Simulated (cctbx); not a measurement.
**A crystallographic session in cctbx: YMo**

Library: cctbx 2025.11. The data are simulated by the first script.

## 1. Simulate the data

run.py:

```python
from cctbx import adptbx, crystal, miller, sgtbx, xray
from cctbx.array_family import flex
from iotbx.shelx import hklf
from scitbx import matrix
import scitbx.random

cs = crystal.symmetry(unit_cell=(3.237, 3.237, 5.417, 90, 90, 120), space_group_symbol='Hall: P -6 2')  # P-6m2
atoms = [  # label, site, U (iso, or U11 U22 U33 U12 U13 U23 in A^2), occupancy
    ("Mo1", (0, 0, 0.5), (0.0043, 0.0043, 0.0027, 0.0022, 0.0000, 0.0000), 1),
    ("Y1", (2/3, 1/3, 0), (0.0050, 0.0050, 0.0058, 0.0025, 0.0000, 0.0000), 1),
]
xs = xray.structure(crystal_symmetry=cs)
for label, site, u, occ in atoms:
    u = adptbx.u_cif_as_u_star(cs.unit_cell(), u) if isinstance(u, tuple) else u
    xs.add_scatterer(xray.scatterer(label, site=site, u=u, occupancy=occ))
xs.set_inelastic_form_factors(0.56087, "sasaki")
xs.show_summary()
p1 = xs.expand_to_p1()
ms = miller.build_set(p1, anomalous_flag=True, d_min=1.1)
flex.set_random_seed(381205)
scitbx.random.set_random_seed(381205)
ms = ms.select(flex.random_double(ms.size()) < 0.5)
i = ms.structure_factors_from_scatterers(p1, algorithm="direct").f_calc().as_intensity_array().data()
i = i * 70000 / flex.max(i)
sig = flex.sqrt(i + flex.pow2(0.03 * i) + 15 ** 2)
noise = scitbx.random.variate(scitbx.random.normal_distribution())(i.size())
data = ms.array(data=i + sig * noise, sigmas=sig).set_observation_type_xray_intensity()
with open("data.hkl", "w") as f:
    data.export_as_shelx_hklf(f)
print("reflections written:", data.size(), " <I/sigma> = %.1f" % flex.mean(data.data() / data.sigmas()))
for h, a, b in list(data.sort("data"))[:12]:
    print("%4d%4d%4d %9.1f %7.1f" % (h + (a, b)))
```

```console
$ python run.py
```

```text
Number of scatterers: 2
At special positions: 2
Unit cell: (3.237, 3.237, 5.417, 90, 90, 120)
Space group: P -6 m 2 (No. 187)
reflections written: 84  <I/sigma> = 27.5
   0   0  -2   71709.3  2116.7
   0   0   2   69102.0  2116.7
   0   1  -1   50733.7  1491.3
   1  -1  -1   49236.5  1491.3
  -1   1  -1   48732.2  1522.0
   1   0  -1   48581.6  1522.0
   1   0   1   48348.7  1522.0
  -1   0   1   48059.9  1491.3
   0   1   1   46303.4  1491.3
   1   1   0   46175.3  1383.9
   1  -2   0   44183.2  1383.9
   0   0  -4   38347.9  1137.4
```

Run time: 0.2 s on 1 thread of Arm Neoverse V2, with other jobs on the host, peak memory 0.07 GiB.

## 2. Refinement (right model)

run.py:

```python
import math
from cctbx import adptbx, crystal, maptbx, sgtbx, xray
from cctbx.array_family import flex
from cctbx.xray import observations
from iotbx.shelx import hklf
from scitbx.lstbx import normal_eqns_solving
from smtbx import absolute_structure, utils
from smtbx.refinement import constraints, least_squares

cs = crystal.symmetry(unit_cell=(3.237, 3.237, 5.417, 90, 90, 120), space_group_symbol='Hall: P -6 2')  # P-6m2
atoms = [  # label, site, U (iso, or U11 U22 U33 U12 U13 U23 in A^2), occupancy
    ("Mo1", (0, 0, 0.5), 0.0200, 1),
    ("Y1", (2/3, 1/3, 0), 0.0200, 1),
]
xs = xray.structure(crystal_symmetry=cs)
for label, site, u, occ in atoms:
    u = adptbx.u_cif_as_u_star(cs.unit_cell(), u) if isinstance(u, tuple) else u
    xs.add_scatterer(xray.scatterer(label, site=site, u=u, occupancy=occ))
xs.set_inelastic_form_factors(0.56087, "sasaki")
raw = hklf.reader(file_name="data.hkl").as_miller_arrays(crystal_symmetry=cs, anomalous=True)[0]
merged = raw.eliminate_sys_absent().merge_equivalents()
fo2 = merged.array().set_observation_type_xray_intensity()
print("Rint %.3f, %d unique reflections to %.2f A" % (merged.r_int(), fo2.size(), fo2.d_min()))
for sc in xs.scatterers():
    sc.flags.set_grad_site(True)
    sc.flags.set_grad_u_aniso(sc.flags.use_u_aniso())
    sc.flags.set_grad_u_iso(sc.flags.use_u_iso())
obs = fo2.as_xray_observations()
extra = {}
rep = constraints.reparametrisation(xs, [], utils.connectivity_table(xs), **extra)
ls = least_squares.crystallographic_ls(obs, rep, weighting_scheme=least_squares.mainstream_shelx_weighting(a=0, b=0))
print("cycle     R1     wR2    GooF  max shift (A)")
for cycle in range(8):
    ls.build_up()
    r1, wr2, goof = ls.r1_factor(cutoff_factor=2)[0], ls.wR2(), ls.goof()
    old = xs.sites_cart()
    normal_eqns_solving.levenberg_marquardt_iterations(ls, n_max_iterations=3, tau=1e-06, step_threshold=1e-7)
    big = flex.max((xs.sites_cart() - old).norms())
    print("%4d %7.4f %7.4f %7.3f %9.5f" % (cycle + 1, r1, wr2, goof, big))
    ls.build_up(objective_only=True)
    if abs(ls.wR2() - wr2) < 5e-5 and big < 5e-4:
        break
ls.build_up()
print("final R1 %.4f wR2 %.4f GooF %.3f  parameters %d  data/parameter %.1f" % (ls.r1_factor(cutoff_factor=2)[0], ls.wR2(), ls.goof(), ls.n_parameters, fo2.size() / ls.n_parameters))
cov = ls.covariance_matrix_and_annotations()
su = dict(zip(cov.annotations, (math.sqrt(max(v, 0)) for v in cov.matrix.matrix_packed_u_diagonal())))
a2 = cs.unit_cell().reciprocal_parameters()[0] ** -2
print("atom        x        y        z      Ueq    occ   su(xyz)  su(Uiso or U11)")
for sc in xs.scatterers():
    s = max(su.get(sc.label + k, 0) for k in (".x", ".y", ".z"))
    npd = "" if sc.is_positive_definite_u(cs.unit_cell()) else "  NPD"
    print("%-5s %8.5f %8.5f %8.5f %8.4f %6.3f %8.5f %7.4f%s" % ((sc.label,) + sc.site + (sc.u_iso_or_equiv(cs.unit_cell()), sc.occupancy, s, su.get(sc.label + ".uiso", su.get(sc.label + ".u11", 0) * a2), npd)))
fo = fo2.f_sq_as_f()
fc = fo.structure_factors_from_scatterers(xs, algorithm="direct").f_calc()
diff = fo.f_obs_minus_f_calc(1 / math.sqrt(ls.scale_factor()), fc).average_bijvoet_mates()
m = diff.fft_map(symmetry_flags=maptbx.use_space_group_symmetry, resolution_factor=0.25).apply_volume_scaling()
print("difference map: max %.2f min %.2f rms %.2f" % (m.statistics().max(), m.statistics().min(), m.statistics().sigma()))
peaks = m.peak_search(parameters=maptbx.peak_search_parameters(min_distance_sym_equiv=0.6, max_clusters=6)).all()
near = xs.closest_distances(peaks.sites(), distance_cutoff=4)
sps = cs.special_position_settings(min_distance_sym_equiv=0.5)
for k, (x, h) in enumerate(zip(peaks.sites(), peaks.heights())):
    ss = sps.site_symmetry(x)
    print("Q%-3d %7.4f %7.4f %7.4f %4d %7.2f  %.2f A from %s" % ((k + 1,) + tuple(t % 1 for t in ss.exact_site()) + (ss.multiplicity(), h, near.smallest_distances[k], xs.scatterers()[near.i_seqs[k]].label)))
```

```console
$ python run.py
```

```text
Rint 0.018, 25 unique reflections to 1.11 A
cycle     R1     wR2    GooF  max shift (A)
   1  0.0605  0.1377   7.502   0.00000
   2  0.0080  0.0174   0.949   0.00000
final R1 0.0080 wR2 0.0174 GooF 0.949  parameters 2  data/parameter 12.5
atom        x        y        z      Ueq    occ   su(xyz)  su(Uiso or U11)
Mo1    0.00000  0.00000  0.50000   0.0034  1.000  0.00000  0.0005
Y1     0.66667  0.33333  0.00000   0.0052  1.000  0.00000  0.0005
difference map: max 0.24 min -0.25 rms 0.07
Q1    0.0082  0.5041  0.0000    3    0.24  0.96 A from Y1
Q2    0.1684  0.3368  0.5000    3    0.21  0.94 A from Mo1
Q3    0.0000  0.0000  0.1415    2    0.19  1.94 A from Mo1
Q4    0.6667  0.3333  0.3313    2    0.11  1.79 A from Y1
Q5    0.3333  0.6667  0.2065    2    0.02  2.18 A from Y1
```

Time: 0.33 s.

## 3. Simulate the data

run.py, as its changes from the last script of this kind:

```diff
@@ -19 +19 @@
-ms = miller.build_set(p1, anomalous_flag=True, d_min=1.1)
+ms = miller.build_set(p1, anomalous_flag=True, d_min=0.84)
```

```console
$ python run.py
```

```text
Number of scatterers: 2
At special positions: 2
Unit cell: (3.237, 3.237, 5.417, 90, 90, 120)
Space group: P -6 m 2 (No. 187)
reflections written: 174  <I/sigma> = 27.0
   0   0  -2   67327.1  2116.7
   0   0   2   65195.4  2116.7
  -1   0   1   49471.2  1491.3
   1  -1  -1   49159.4  1491.3
  -1   1   1   48926.6  1522.0
  -1   1  -1   48570.2  1522.0
   0   1   1   48077.8  1491.3
   1  -1   1   47700.0  1491.3
  -1   0  -1   47621.3  1491.3
   1  -2   0   45515.2  1383.9
   2  -1   2   39294.7  1165.7
   1  -2  -2   38890.0  1165.7
```

Time: 0.2 s.

## 4. Refinement (right model)

run.py, as its changes from the last script of this kind:

```diff
@@ -19,0 +20 @@
+xs.convert_to_anisotropic()
```

```console
$ python run.py
```

```text
Rint 0.018, 51 unique reflections to 0.86 A
cycle     R1     wR2    GooF  max shift (A)
   1  0.1122  0.2292  12.492   0.00000
   2  0.0085  0.0168   0.918   0.00000
final R1 0.0085 wR2 0.0168 GooF 0.918  parameters 4  data/parameter 12.8
atom        x        y        z      Ueq    occ   su(xyz)  su(Uiso or U11)
Mo1    0.00000  0.00000  0.50000   0.0038  1.000  0.00000  0.0005
Y1     0.66667  0.33333  0.00000   0.0044  1.000  0.00000  0.0005
difference map: max 0.32 min -0.39 rms 0.09
Q1    0.6667  0.3333  0.2867    2    0.33  1.55 A from Y1
Q2    0.0000  0.0000  0.2181    2    0.32  1.53 A from Mo1
Q3    0.3333  0.6667  0.2470    2    0.29  2.30 A from Y1
Q4    0.6667  0.3333  0.5000    1    0.29  1.87 A from Mo1
Q5    0.0000  0.0000  0.0000    1    0.28  1.87 A from Y1
Q6    0.1922  0.3843  0.1020    6    0.24  1.72 A from Y1
```

Time: 0.34 s.

## 5. Simulate the data

run.py, as its changes from the last script of this kind:

```diff
@@ -19 +19 @@
-ms = miller.build_set(p1, anomalous_flag=True, d_min=0.84)
+ms = miller.build_set(p1, anomalous_flag=True, d_min=0.6)
```

```console
$ python run.py
```

```text
Number of scatterers: 2
At special positions: 2
Unit cell: (3.237, 3.237, 5.417, 90, 90, 120)
Space group: P -6 m 2 (No. 187)
reflections written: 473  <I/sigma> = 26.4
   0   0  -2   69622.5  2116.7
  -1   1   1   52596.0  1522.0
   1   0  -1   50270.1  1522.0
   1  -1  -1   49188.5  1491.3
   2  -1   0   45669.0  1383.9
  -1   2   0   45348.7  1383.9
  -1  -1   2   39388.8  1165.7
  -2   1   2   37718.9  1165.7
  -1   2  -2   37452.3  1165.7
   2  -1  -2   37370.9  1165.7
   0   0   4   37148.3  1137.4
   1  -2   2   37040.2  1165.7
```

Time: 0.21 s.

## 6. Refinement (right model)

run.py:

```python
import math
from cctbx import adptbx, crystal, maptbx, sgtbx, xray
from cctbx.array_family import flex
from cctbx.xray import observations
from iotbx.shelx import hklf
from scitbx.lstbx import normal_eqns_solving
from smtbx import absolute_structure, utils
from smtbx.refinement import constraints, least_squares

cs = crystal.symmetry(unit_cell=(3.237, 3.237, 5.417, 90, 90, 120), space_group_symbol='Hall: P -6 2')  # P-6m2
atoms = [  # label, site, U (iso, or U11 U22 U33 U12 U13 U23 in A^2), occupancy
    ("Mo1", (0, 0, 0.5), 0.0200, 1),
    ("Y1", (2/3, 1/3, 0), 0.0200, 1),
]
xs = xray.structure(crystal_symmetry=cs)
for label, site, u, occ in atoms:
    u = adptbx.u_cif_as_u_star(cs.unit_cell(), u) if isinstance(u, tuple) else u
    xs.add_scatterer(xray.scatterer(label, site=site, u=u, occupancy=occ))
xs.set_inelastic_form_factors(0.56087, "sasaki")
xs.convert_to_anisotropic()
raw = hklf.reader(file_name="data.hkl").as_miller_arrays(crystal_symmetry=cs, anomalous=True)[0]
merged = raw.eliminate_sys_absent().merge_equivalents()
fo2 = merged.array().set_observation_type_xray_intensity()
print("Rint %.3f, %d unique reflections to %.2f A" % (merged.r_int(), fo2.size(), fo2.d_min()))
for sc in xs.scatterers():
    sc.flags.set_grad_site(True)
    sc.flags.set_grad_u_aniso(sc.flags.use_u_aniso())
    sc.flags.set_grad_u_iso(sc.flags.use_u_iso())
obs = fo2.as_xray_observations()
extra = {}
rep = constraints.reparametrisation(xs, [], utils.connectivity_table(xs), **extra)
ls = least_squares.crystallographic_ls(obs, rep, weighting_scheme=least_squares.mainstream_shelx_weighting(a=0, b=0))
print("cycle     R1     wR2    GooF  max shift (A)")
for cycle in range(8):
    ls.build_up()
    r1, wr2, goof = ls.r1_factor(cutoff_factor=2)[0], ls.wR2(), ls.goof()
    old = xs.sites_cart()
    normal_eqns_solving.levenberg_marquardt_iterations(ls, n_max_iterations=3, tau=1e-06, step_threshold=1e-7)
    big = flex.max((xs.sites_cart() - old).norms())
    print("%4d %7.4f %7.4f %7.3f %9.5f" % (cycle + 1, r1, wr2, goof, big))
    ls.build_up(objective_only=True)
    if abs(ls.wR2() - wr2) < 5e-5 and big < 5e-4:
        break
ls.build_up()
print("final R1 %.4f wR2 %.4f GooF %.3f  parameters %d  data/parameter %.1f" % (ls.r1_factor(cutoff_factor=2)[0], ls.wR2(), ls.goof(), ls.n_parameters, fo2.size() / ls.n_parameters))
cov = ls.covariance_matrix_and_annotations()
su = dict(zip(cov.annotations, (math.sqrt(max(v, 0)) for v in cov.matrix.matrix_packed_u_diagonal())))
a2 = cs.unit_cell().reciprocal_parameters()[0] ** -2
print("atom        x        y        z      Ueq    occ   su(xyz)  su(Uiso or U11)")
for sc in xs.scatterers():
    s = max(su.get(sc.label + k, 0) for k in (".x", ".y", ".z"))
    npd = "" if sc.is_positive_definite_u(cs.unit_cell()) else "  NPD"
    print("%-5s %8.5f %8.5f %8.5f %8.4f %6.3f %8.5f %7.4f%s" % ((sc.label,) + sc.site + (sc.u_iso_or_equiv(cs.unit_cell()), sc.occupancy, s, su.get(sc.label + ".uiso", su.get(sc.label + ".u11", 0) * a2), npd)))
fo = fo2.f_sq_as_f()
fc = fo.structure_factors_from_scatterers(xs, algorithm="direct").f_calc()
diff = fo.f_obs_minus_f_calc(1 / math.sqrt(ls.scale_factor()), fc).average_bijvoet_mates()
m = diff.fft_map(symmetry_flags=maptbx.use_space_group_symmetry, resolution_factor=0.25).apply_volume_scaling()
print("difference map: max %.2f min %.2f rms %.2f" % (m.statistics().max(), m.statistics().min(), m.statistics().sigma()))
peaks = m.peak_search(parameters=maptbx.peak_search_parameters(min_distance_sym_equiv=0.6, max_clusters=6)).all()
near = xs.closest_distances(peaks.sites(), distance_cutoff=4)
sps = cs.special_position_settings(min_distance_sym_equiv=0.5)
for k, (x, h) in enumerate(zip(peaks.sites(), peaks.heights())):
    ss = sps.site_symmetry(x)
    print("Q%-3d %7.4f %7.4f %7.4f %4d %7.2f  %.2f A from %s" % ((k + 1,) + tuple(t % 1 for t in ss.exact_site()) + (ss.multiplicity(), h, near.smallest_distances[k], xs.scatterers()[near.i_seqs[k]].label)))
```

```console
$ python run.py
```

```text
Rint 0.020, 119 unique reflections to 0.60 A
cycle     R1     wR2    GooF  max shift (A)
   1  0.2091  0.4315  23.077   0.00000
   2  0.0081  0.0175   0.937   0.00000
   3  0.0081  0.0174   0.932   0.00000
final R1 0.0081 wR2 0.0174 GooF 0.932  parameters 4  data/parameter 29.8
atom        x        y        z      Ueq    occ   su(xyz)  su(Uiso or U11)
Mo1    0.00000  0.00000  0.50000   0.0037  1.000  0.00000  0.0001
Y1     0.66667  0.33333  0.00000   0.0052  1.000  0.00000  0.0001
difference map: max 0.59 min -0.45 rms 0.12
Q1    0.0000  0.0000  0.1529    2    0.59  1.88 A from Mo1
Q2    0.3333  0.6667  0.3921    2    0.55  1.96 A from Mo1
Q3    0.6667  0.3333  0.3810    2    0.46  1.98 A from Mo1
Q4    0.3333  0.6667  0.1191    2    0.45  1.98 A from Y1
Q5    0.6667  0.3333  0.1225    2    0.30  0.66 A from Y1
Q6    0.0832  0.3678  0.5000    6    0.28  1.08 A from Mo1
```

It took 0.39 s on 1 thread of Arm Neoverse V2, with other jobs on the host, peak memory 0.09 GiB.

[Logs are printed without paths, hosts, clocks, repeated set-up lines and the standing remarks that a program may print on its own settings, such as how far it seeks lower states.]
